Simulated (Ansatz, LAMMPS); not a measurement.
# Forces and charges in liquid mixture of sulfolane and H2O at 440 K (192 atoms), part 2 of 2

Aim: energy, forces, charges and density of states of liquid mixture of sulfolane and H2O at 440 K (192 atoms) at a fixed geometry.

Ansatz 0.2.0; Kohn-Sham DFT, PBEsol, PAW (set soft_2), plane waves.

The cell: 28 O, 12 S, 48 C and 104 H. The network of contacts between molecules at the start is that of the classical potential that made the cell. The functional has no dispersion term. The density was typed from a rule of thumb and may lie off the real one at this temperature. Sampling is at Γ alone, for a cell whose shortest periodic width is 13 Å.

So far. Step 3 (Plane-wave single point): Mean intrinsic-atomic-orbital charges: C -0.46, H +0.21, O -0.89, S +2.04 e. The largest share in the top eV of filled states is O p (69 % of the projected weight), and in the lowest eV of empty states H s (37 % of the projected weight).

### Step 4. Local order

Bonds and neighbours are counted at the geometry of the runs.

Density 1.11 g/cm³, 11.84 Å³ an atom.

g(r), total and by pair (bins of 0.2 Å):

| r (Å) | total | H-H | H-C | H-O | H-S | C-C | C-O |
| --- | --- | --- | --- | --- | --- | --- | --- |
| 0.90 | 0.21 | 0.00 | 0.19 | 0.98 | 0.00 | 0.00 | 0.00 |
| 1.10 | 4.13 | 0.00 | 14.40 | 1.48 | 0.00 | 0.00 | 0.00 |
| 1.30 | 0.03 | 0.00 | 0.00 | 0.00 | 0.00 | 0.00 | 0.00 |
| 1.50 | 1.35 | 0.07 | 0.00 | 0.12 | 0.00 | 12.45 | 0.00 |
| 1.70 | 0.78 | 1.55 | 0.00 | 0.44 | 0.00 | 0.00 | 0.00 |
| 1.90 | 0.51 | 1.22 | 0.14 | 0.00 | 0.00 | 0.00 | 0.00 |
| 2.10 | 1.17 | 0.25 | 4.00 | 0.07 | 0.00 | 0.00 | 0.00 |
| 2.30 | 1.29 | 1.33 | 1.53 | 0.24 | 5.04 | 1.82 | 0.00 |
| 2.50 | 1.25 | 1.65 | 0.25 | 1.32 | 1.22 | 1.80 | 1.54 |
| 2.70 | 1.35 | 1.39 | 0.60 | 2.02 | 0.89 | 1.00 | 3.03 |
| 2.90 | 0.69 | 0.88 | 0.54 | 1.27 | 1.02 | 0.00 | 0.08 |
| 3.10 | 0.77 | 0.98 | 0.60 | 1.42 | 0.60 | 0.00 | 0.62 |
| 3.30 | 0.91 | 0.68 | 1.14 | 1.45 | 0.79 | 0.00 | 1.36 |
| 3.50 | 0.98 | 0.79 | 1.09 | 1.10 | 1.35 | 0.06 | 2.27 |
| 3.70 | 0.83 | 0.99 | 0.74 | 0.77 | 1.02 | 0.23 | 1.58 |
| 3.90 | 0.82 | 0.93 | 0.59 | 0.94 | 1.33 | 0.41 | 1.02 |
| 4.10 | 0.84 | 0.93 | 0.73 | 1.07 | 0.77 | 0.74 | 0.84 |
| 4.30 | 0.98 | 1.02 | 0.85 | 1.33 | 1.10 | 0.76 | 0.59 |
| 4.50 | 0.83 | 0.83 | 0.85 | 1.00 | 0.68 | 0.63 | 0.66 |
| 4.70 | 1.01 | 0.93 | 1.02 | 0.88 | 0.89 | 1.06 | 1.38 |
| 4.90 | 0.91 | 0.90 | 0.86 | 1.12 | 0.97 | 0.85 | 0.79 |
| 5.10 | 0.96 | 1.02 | 0.89 | 0.92 | 1.03 | 0.90 | 0.95 |
| 5.30 | 1.07 | 1.11 | 1.14 | 1.13 | 0.79 | 0.89 | 1.06 |
| 5.50 | 1.02 | 0.94 | 1.04 | 0.92 | 1.04 | 1.32 | 1.20 |
| 5.70 | 1.03 | 1.00 | 1.06 | 0.94 | 0.85 | 1.35 | 1.14 |
| 5.90 | 1.04 | 1.03 | 1.02 | 0.98 | 1.17 | 1.42 | 0.91 |
| 6.10 | 1.04 | 1.02 | 1.02 | 0.90 | 0.95 | 0.99 | 1.38 |
| 6.30 | 1.05 | 1.00 | 1.06 | 1.07 | 1.06 | 1.23 | 0.87 |

Bonds by pair of elements; cutoffs follow the first minimum of g(r), held within bounds set by covalent radii, and pairs that aren't listed don't count as bonded:

| pair A-B | cutoff (Å) | bonds | mean length (Å) | spread (Å) | shortest (Å) | B about A | A about B |
| --- | --- | --- | --- | --- | --- | --- | --- |
| H-C | 1.34 | 96 | 1.09 | 0.036 | 0.999 | 0.923 | 2 |
| H-O | 1.21 | 8 | 1 | 0 | 1 | 0.077 | 0.286 |
| C-C | 1.85 | 36 | 1.51 | 0.037 | 1.44 | 1.5 | 1.5 |
| C-S | 2.21 | 24 | 1.78 | 0.041 | 1.69 | 0.5 | 2 |
| O-S | 1.93 | 24 | 1.46 | 0.025 | 1.39 | 0.857 | 2 |

How many atoms have how many bonded neighbours:

| element | mean | 1 | 2 | 4 |
| --- | --- | --- | --- | --- |
| C | 4 | 0 | 0 | 48 |
| H | 1 | 104 | 0 | 0 |
| O | 1.14 | 24 | 4 | 0 |
| S | 4 | 0 | 0 | 12 |

Bond angles, per cent of each kind in bins of 5°:

| angle (°) | C-C-H | H-C-H | H-C-S | C-S-O | C-C-C |
| --- | --- | --- | --- | --- | --- |
| 90–95 | 0.0 | 2.1 | 0.0 | 0.0 | 0.0 |
| 95–100 | 2.8 | 4.2 | 2.1 | 0.0 | 4.2 |
| 100–105 | 8.3 | 22.9 | 16.7 | 12.5 | 41.7 |
| 105–110 | 30.6 | 20.8 | 45.8 | 45.8 | 54.2 |
| 110–115 | 35.4 | 39.6 | 35.4 | 39.6 | 0.0 |
| 115–120 | 17.4 | 8.3 | 0.0 | 2.1 | 0.0 |
| 120–125 | 5.6 | 2.1 | 0.0 | 0.0 | 0.0 |

Bond angles (no mean is given where the spread exceeds 20°):

| angle | count | mean (°) | spread (°) |
| --- | --- | --- | --- |
| C-C-H | 144 | 111 | 5.2 |
| H-C-H | 48 | 109 | 6.1 |
| H-C-S | 48 | 108 | 3.5 |
| C-S-O | 48 | 109 | 3.4 |
| C-C-C | 24 | 105 | 2.8 |

Bond length by coordination (bonds to H left out):

| element | coordination | atoms | mean bond length (Å) |
| --- | --- | --- | --- |
| O | 1 | 24 | 1.46 |

Rings of the network by King's shortest-path rule, up to 12 atoms, one path for each pair of neighbours; H, halogens, alkali and alkaline-earth atoms are left out, and the last column divides by all other atoms, bonded or not:

| ring size (atoms) | rings | per network atom |
| --- | --- | --- |
| 5 | 12 | 0.136 |

For some of the pairs, g(r) has its first main peak near 1.1 Å (H-C), 1.0 Å (H-O), 2.4 Å (H-S), 1.5 Å (C-C) and 2.6 Å (C-O). With the cutoffs above, all C atoms have 4, all H atoms have 1, 86 % of O atoms have 1 and all S atoms have 4 bonded neighbours. The C-C-H angle averages 111° with a spread of 5°. All rings counted have 5 atoms.

Local excerpt of 9 atoms (numbers count through the whole input) about S47, one of the 12 S atoms; x, y, z are measured from there.

| atom | x | y | z | distance (Å) | bonds | intrinsic-atomic-orbital charge (e) | Fx | Fy | Fz (eV/Å) |
| --- | --- | --- | --- | --- | --- | --- | --- | --- | --- |
| S47 | 0.00 | 0.00 | 0.00 | 0.00 | 4 | 2.09 | 1.60 | -0.18 | -2.62 |
| O46 | -1.32 | 0.53 | -0.11 | 1.43 | 1 | -0.93 | -1.86 | 0.50 | -0.57 |
| O48 | 0.65 | -0.67 | -1.15 | 1.48 | 1 | -0.90 | -0.79 | 0.61 | 1.03 |
| C49 | 0.09 | -0.92 | 1.41 | 1.69 | 4 | -0.62 | -1.41 | -2.35 | 1.31 |
| C52 | 1.01 | 1.29 | 0.61 | 1.75 | 4 | -0.59 | 0.28 | 2.57 | 0.07 |
| H54 | 0.31 | -1.94 | 1.22 | 2.31 | 1 | 0.24 | 0.47 | -1.52 | -0.81 |
| H53 | -0.91 | -1.06 | 1.87 | 2.34 | 1 | 0.21 | 0.26 | 0.78 | 0.01 |
| H60 | 0.52 | 2.27 | 0.41 | 2.36 | 1 | 0.20 | 0.08 | -0.36 | -0.56 |
| H59 | 1.99 | 1.28 | 0.12 | 2.37 | 1 | 0.22 | 0.27 | -0.32 | 0.13 |

The column of bonds counts only the pairs H-C within 1.34 Å, H-O within 1.21 Å, C-C within 1.85 Å, C-S within 2.21 Å, O-S within 1.93 Å; other neighbours, such as metal atoms beside each other in a compound, aren't counted, and periodic images can show an atom twice.

### Step 5. Summary of results

* free energy per atom: -207.2048 eV/atom
* pressure: 2.773 GPa
* r.m.s. force component: 1.034 eV/Å
* gap (highest filled to lowest empty level): 4.537 eV
* wall time of the 1 DFT run: 23 s

In words: Filled and empty levels are parted by 4.54 eV (at Γ alone); a semilocal functional tends to put such gaps too low. In a disordered cell it changes from sample to sample and from frame to frame. With the cutoffs above, all C atoms have 4, all H atoms have 1, 86 % of O atoms have 1 and all S atoms have 4 bonded neighbours.

What to keep in mind: The force components of 1.0 eV/Å r.m.s. reflect the temperature of the frame as well as the gap between the generating potential and DFT, above all in bond lengths inside molecules. The pressure of 2.8 GPa is that of one thermal frame, in which the classical model's bond lengths enter as well as the volume, without the kinetic term and with the strain of bonds inside molecules.

[Hosts, paths, dates, database ids (printed as entryN), source tags and the programs' standing remarks are cut or masked in the printed files.]
